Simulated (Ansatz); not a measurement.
# KSnCl3 (model cell, started as cubic perovskite with Sn in the octahedra): from the cell to its phonons, part 3 of 3

Wanted: phonon frequencies of KSnCl3 (model cell, started as cubic perovskite with Sn in the octahedra) and what follows from them.

Ansatz 0.2.0; DFT PBEsol, scalar-relativistic, plane waves, PAW; PAW set soft_1.

So far. Step 6 (Relaxing to small forces for the phonons, k-mesh …): The forces vanish by symmetry and the pressure is 0.000 GPa, within the tolerances set. The cell now holds 32.95 Å³/atom. Step 7 (Modes at Γ): Before it was imposed, the acoustic sum rule was missed by 4.7e-5 eV/Å² and the charge sum rule by 1.6e-6 e. Small misses are needed for a sound result but don't prove that mesh and cutoff are converged. The relaxed cell has a = 5.482 Å (conventional setting).

The structure was built from a prototype and need not be the compound's stable phase.

### Step 8. Phonons on a q mesh

Stability and thermal properties need the whole zone. Linear response on a 2×2×2 q mesh gives force constants as far as a supercell of that size would, and the tensors from the zone-centre run are typed in so that the long-range dipole term is interpolated apart.

input.yaml

```yaml
crystal:
  lattice:
    - [5.4819651111, 0.0, 0.0]
    - [0.0, 5.4819651111, 0.0]
    - [0.0, 0.0, 5.4819651111]
  atoms:
    - { symbol: K, position: [0.0, 0.0, 0.0] }
    - { symbol: Sn, position: [0.5, 0.5, 0.5] }
    - { symbol: Cl, position: [0.5, 0.5, 0.0] }
    - { symbol: Cl, position: [0.5, 0.0, 0.5] }
    - { symbol: Cl, position: [0.0, 0.5, 0.5] }
kpoints:
  mp_grid: { grid: [12, 12, 12] }
hamiltonian:
  xc: pbesol
  pseudopotentials: { kind: paw, azcp: { folder: soft_1 }, xc_functional: pbe }
scf:
  occupations: { method: fixed }
output:
  eigenvalues: true
phonons:
  method: dfpt
  qmesh: [2, 2, 2]
  temperatures: { t_max: 1000, t_step: 50 }
  qpath:
    path:
      - [[0.0, 0.0, 0.0], [0.0, 0.5, 0.0], [0.5, 0.5, 0.0], [0.0, 0.0, 0.0], [0.5, 0.5, 0.5], [0.0, 0.5, 0.0]]
      - [[0.5, 0.5, 0.5], [0.5, 0.5, 0.0]]
    npoints: 10
  non_analytic_term:
    high_frequency_dielectric_tensor: [[6.0559, 0.0, 0.0], [0.0, 6.0559, 0.0], [0.0, 0.0, 6.0559]]
    born_effective_charges:
      - { species: K, tensor: [[1.282, 0.0, 0.0], [0.0, 1.282, 0.0], [0.0, 0.0, 1.282]] }
      - { species: Sn, tensor: [[4.596, 0.0, 0.0], [0.0, 4.596, 0.0], [0.0, 0.0, 4.596]] }
      - { species: Cl, tensor: [[-0.5016, 0.0, 0.0], [0.0, -0.5016, 0.0], [0.0, 0.0, -4.8748]] }
      - { species: Cl, tensor: [[-0.5016, 0.0, 0.0], [0.0, -4.8748, 0.0], [0.0, 0.0, -0.5016]] }
      - { species: Cl, tensor: [[-4.8748, 0.0, 0.0], [0.0, -0.5016, 0.0], [0.0, 0.0, -0.5016]] }
    source: "zone-centre run at this cell"
```

On the command line:

```bash
ansatz run input.yaml --threads 4 --pin off --max-ram 16384MiB --backend cpu --events-out ev --progress --plain --runs-dir out
```

Numbers of over 12 decimals in the logs are rounded to 6 here.

Log:

```text
[...]
Crystal: 5 atoms, lattice volume = 164.744 Å³
Basis set: ecut = 420 eV, 3191 PW (Γ), exchange–correlation on 80×80×80 points (8 copies of the dense FFT grid, shifted against one another)
Bands: 27, of which v1, the nominal top of the filled ones, is band 22 counted from 1 (21 counted from 0)
Symmetry: 48 space group operations
k-points: 84 of 1728
[...]
SCF iter   1: F=—  HF=-10656.276594 eV  |F-HF|=—  |Δ(HF+E_count)|=         —  Δρ=3.42e-2  dr2=2.93e0  ethr=3.10e-3  ⟨swp⟩=5.1  Hψ=9087  notcnv=0  defer=195
[...]
SCF iter  11: F=-10654.960696 eV  HF=-10654.960696 eV  |F-HF|=1.09e-11  |Δ(HF+E_count)|=  2.18e-11  Δρ=5.29e-8  dr2=6.09e-12  ethr=1.00e-12  ⟨swp⟩=15.9  Hψ=18536  notcnv=0
SCF 1 converged in 11 iterations: F = -10654.960696 eV  dr2 = 6.09e-12
[...]
NSCF: frozen V_eff on 84 k-points
[...]
DFPT response loops at q = (0, 0, 0) (fractional): preconditioner auto → Resta (q_TF=auto, 2.189 Å⁻¹)  ε∞=10.9 (no band partly filled); β = 1.00, the filter's whole step (`scf.mixing.beta` (0.50) is not read by the response loops at its default; to damp them type it under 1.00, their step now; it binds the ground state too); Broyden in place of MSR1
[...]
SCF converged after 11 iterations
Free energy (F): -10654.960696 eV
[...]
Internal energy: -10654.960696 eV  (E = F + TS)
E sigma→0 (E₀):  -10654.960696 eV
Fermi energy:    4.614290 eV
[...]
--- Band table (eV; the first three rows and the last of 84) ---
  k-point 0: bands = [... 18 lower, 0.6645, 0.7120, 0.7120, 0.7120, 6.0192, 8.2477, 8.2477, 8.8212, ... 1 higher]
  k-point 1: bands = [... 18 lower, 0.6564, 0.7053, 0.7053, 0.7321, 6.0832, 8.2690, 8.3014, 8.8284, ... 1 higher]
  k-point 2: bands = [... 18 lower, 0.6345, 0.6946, 0.6946, 0.8259, 6.2684, 8.3053, 8.4539, 8.8182, ... 1 higher]
  k-point 83: bands = [... 18 lower, 1.1426, 1.1426, 1.1426, 4.6143, 5.1179, 5.1179, 5.1179, 7.4175, ... 1 higher]
--- Phonons (Γ-DFPT): 4 representative perturbations + reference (Σ response iterations 12) ---
  ASR residual: 4.825e-5 → 0.000e0 eV/Å²; symmetrization residual: 1.462e-5 eV/Å²
  ASR residual per site (eV/Å²): 4.83e-5 4.50e-5 3.75e-5 3.75e-5 3.75e-5
[...]
--- Phonons (arbitrary-q DFPT): 4 irreducible q on the 2×2×2 mesh ---
  q = [0.0000, 0.0000, 0.0000] (star 1, of the zone-centre solve; hermiticity 1.59e-5, symmetrization 1.16e-11): -61.26 -61.26 -61.26 -0.79 -0.79 -0.79 -0.00 -0.00 0.00 61.76 61.76 61.76 93.38 93.38 93.38
  q = [0.0000, 0.0000, -0.5000] (star 3, 9 solved perturbations in 2646 linear systems a pass and spin channel, the states on 343 of 1728 k-point pairs; hermiticity 4.73e-6, symmetrization 4.17e-12): -53.25 -53.25 -20.57 -20.57 35.74 47.92 48.77 48.77 50.11 50.11 55.07 95.62 95.62 145.65 241.27
[...]
sum rule: each row above includes the acoustic sum rule's correction from the zone centre's row sums; it moved no ω² by more than (0.58 cm⁻¹)²
  mesh force constants: q→R imaginary residual 6.82e-18; ASR residual 4.825e-5 → 0.000e0 eV/Å²; symmetrization residual 3.109e-15 eV/Å²
  interpolated dispersion: 63 rows × 15 modes
  density of states and harmonic sums: on the 12×12×12 q-mesh, interpolated from the force constants of a 2×2×2 supercell (with the dipole–dipole term of supplied tensors)
  largest difference from the sums on the solved wave vectors: F 3.76e-2 eV, S 4.68e-5 and C_V 3.94e-5 eV/K
  zero-point energy: 0.064947 eV/cell   skipped modes (ω ≤ 0): 420, of them read as no rigid motion or as one in doubt: 417 (4.980e0 modes/cell left out, lowest -61.26 cm⁻¹)   left out of the sums: 3.32e-1 of the cell's modes: C_V's classical limit lies that fraction below 3 k_B per atom; for a crystal, a wire or a layer, F and S can be off by more, and a phonons.interpolated_qmesh denser along its periods is the remedy for the sampling
```

Elapsed: 14 min, on 4 threads of Arm Neoverse V1, shared host; peak memory 3.4 GiB.

This step gave:

- sum-rule residual before enforcement: 4.83e-5 eV/Å²
- lowest frequency on the path: -61.26 cm⁻¹
- highest frequency on the path or at a solved wavevector: 251.1 cm⁻¹
- lowest mode on the q mesh (acoustic modes at Γ apart): -61.26 cm⁻¹

Frequencies (cm⁻¹) solved at each irreducible wavevector; negative means imaginary. Frequencies by wavevector, by row:

```
q in reciprocal lattice units  star  mode 1  mode 2  mode 3  mode 4  mode 13  mode 14  mode 15
                        0 0 0     1   -61.3   -61.3   -61.3    -0.8     93.4     93.4     93.4
                     0 0 -0.5     3   -53.2   -53.2   -20.6   -20.6     95.6    145.7    241.3
                  0 -0.5 -0.5     3   -60.3   -54.6   -54.6   -41.3    142.2    217.7    246.4
               -0.5 -0.5 -0.5     1   -60.2   -60.2   -60.2   -54.4    217.6    217.6    251.1
```

Interpolated from a 2×2×2 q mesh, with the LO-TO term (at Γ the limit along the path; where Γ stands inside the path, tables give the limit on arrival). The phonon branches at the labelled points (cm⁻¹):

```
    point  branch 1  branch 2  branch 3  branch 4  branch 12  branch 13  branch 14  branch 15
        Γ       -61       -61       -59        -1         68         93         93        229
  halfway       -58       -58       -29       -13         94         94        111        235
        X       -53       -53       -21       -21         96         96        146        241
  halfway       -55       -48       -43       -36        111        144        171        241
        M       -60       -55       -55       -41        142        142        218        246
  halfway       -54       -54       -35       -32        109        110        155        228
        Γ       -61       -61       -59        -1         68         93         93        229
  halfway       -54       -54       -42       -33        109        159        159        223
        R       -60       -60       -60       -54        134        218        218        251
  halfway       -54       -52       -49       -42        141        162        179        240
        X       -53       -53       -21       -21         96         96        146        241
jump to R       -60       -60       -60       -54        134        218        218        251
  halfway       -60       -55       -55       -48        138        169        218        246
        M       -60       -55       -55       -41        142        142        218        246
```

Tetrahedra on a 12×12×12 mesh, mean over bins of 5 cm-1. Interpolated from a 2×2×2 q mesh. Table of phonon density of states by wavenumber; read off at these points:

```
wavenumber (cm⁻¹)  phonon density of states (1/cm⁻¹/cell)
              -62                                 0.00366
              -52                                   0.299
              -42                                  0.0838
              -28                                  0.0558
              -18                                  0.0395
               -8                                  0.0213
                2                                  0.0264
               12                                  0.0316
               22                                  0.0331
               38                                  0.0389
               48                                  0.0563
               58                                  0.0867
               62                                  0.0890
               68                                  0.0839
               78                                  0.0634
               88                                  0.0769
              102                                  0.0621
              112                                  0.0451
              122                                  0.0460
              132                                  0.0653
              138                                  0.0820
              142                                  0.0498
              152                                  0.0135
              168                                  0.0132
              178                                  0.0123
              188                                  0.0113
              198                                  0.0134
              208                                  0.0120
              218                                 0.00418
              232                                  0.0375
              238                                  0.0628
              242                                  0.0520
              252                                  8.0e-5
```

The partial phonon density of states has structure finer than the step of the table below, so its rows give means over 10 cm⁻¹, whole bins alone (the curve runs from -71.3 to 267 cm⁻¹). Peaks (cm⁻¹: height): Cl -54.2: 0.109, -28.7: 0.0520, 71.3: 0.0679, 92.6: 0.0636, 107.5: 0.0415, 141.5: 0.0388, 239.4: 0.0612; K -54.2: 0.164; Sn 67.1: 0.0256, 92.6: 0.0582, 113.9: 0.0520, 130.9: 0.0554, 139.4: 0.0536.

Phonopy on the run's constants, 11x11x11 mesh, Gaussian sigma 2.4 cm-1. Interpolated from a 2×2×2 q mesh. Table of partial phonon density of states by wavenumber; means over each step; values in 1/cm⁻¹/cell:

```
wavenumber (cm⁻¹)       Cl        K       Sn
              -60   0.0488   0.0480   1.9e-4
              -50   0.0722    0.112   6.1e-4
              -40   0.0391   0.0339  0.00112
              -30   0.0437   0.0214  0.00169
              -20   0.0273  0.00837  0.00247
              -10   0.0232  0.00387  0.00269
                0  0.00697  0.00128  0.00134
               10   0.0228  0.00277  0.00307
               20   0.0322  0.00474  0.00424
               30   0.0262  0.00609  0.00633
               40   0.0280  0.00796   0.0103
               50   0.0410   0.0117   0.0142
               60   0.0531  0.00978   0.0149
               70   0.0597  0.00823   0.0207
               80   0.0396  0.00453  0.00505
               90   0.0510  0.00563   0.0350
              100   0.0261  0.00159   0.0191
              110   0.0312  0.00173   0.0375
              120  0.00724  0.00121   0.0200
              130   0.0143  0.00194   0.0430
              140   0.0273  0.00192   0.0436
              150   0.0121   2.6e-4  0.00627
              160  0.00271   7.7e-6   1.2e-4
              170   0.0111   4.3e-6   9.0e-5
              180   0.0225   3.8e-5   4.0e-4
              190  0.00310   2.8e-6   4.3e-5
              200   0.0162        0   1.2e-5
              210   0.0123        0   1.5e-5
              220   0.0107   1.3e-4   9.7e-4
              230   0.0299   4.6e-4  0.00332
              240   0.0500   2.5e-4  0.00143
              250  0.00796   1.0e-5   8.2e-5
              260   1.6e-5        0        0
```

Symmetry leaves 4 wavevectors to solve. The lowest mode among them, the acoustic zeros apart, lies at Γ and is imaginary, 61.3i cm⁻¹, so the energy falls along it.

### Step 9. Results

```
space group after relaxation (within 0.01 Å)            : Pm-3m
volume per atom                                         : 32.9 Å³
gap on the k-mesh                                       : 0.504 eV
highest optical mode at the zone centre (no LO-TO term) : 93.4 cm⁻¹
top of the zone-centre spectrum with the field          : 229 cm⁻¹
lowest optical zone-centre mode                         : -61.3 cm⁻¹
mean high-frequency dielectric constant                 : 6.06
largest Born charge (third of the trace)                : 4.60 e
lowest mode on the q mesh (acoustic modes at Γ apart)   : -61.3 cm⁻¹
highest frequency on the path or at a solved wavevector : 251 cm⁻¹
imaginary modes on the 2×2×2 q mesh                     : yes
```

Modes are clearly imaginary (beyond 10i cm⁻¹) at 4 of the 4 irreducible wavevectors, most at Γ (61.3i cm⁻¹), so this structure is not a minimum of the energy. Without the field, the optical modes at Γ span -61 to 93 cm⁻¹ (negative means imaginary). With the macroscopic field of the longitudinal modes the top of the zone-centre spectrum lies at 229 cm⁻¹, against 93 cm⁻¹ without it. Among the real modes, the strongest infrared line is at 93 cm⁻¹. With the field response the log warns that the k mesh is coarse for the force constants too, so the frequencies may not be converged. Spin-orbit coupling is left out, which can matter for the heavy elements here. The PAW files were made for PBE and serve the other functionals too. The starting cell was built on a prototype and not taken from a measurement, so the phase need not exist. These are harmonic frequencies at zero temperature: anharmonic shifts, linewidths and thermal expansion are left out.

[Logs are printed without paths, hosts, clocks, repeated set-up lines and the standing remarks that a program may print on its own settings, such as how far it seeks lower states.]

[Hosts, paths, dates, database ids (printed as entryN), source tags and the programs' standing remarks are cut or masked in the printed files.]
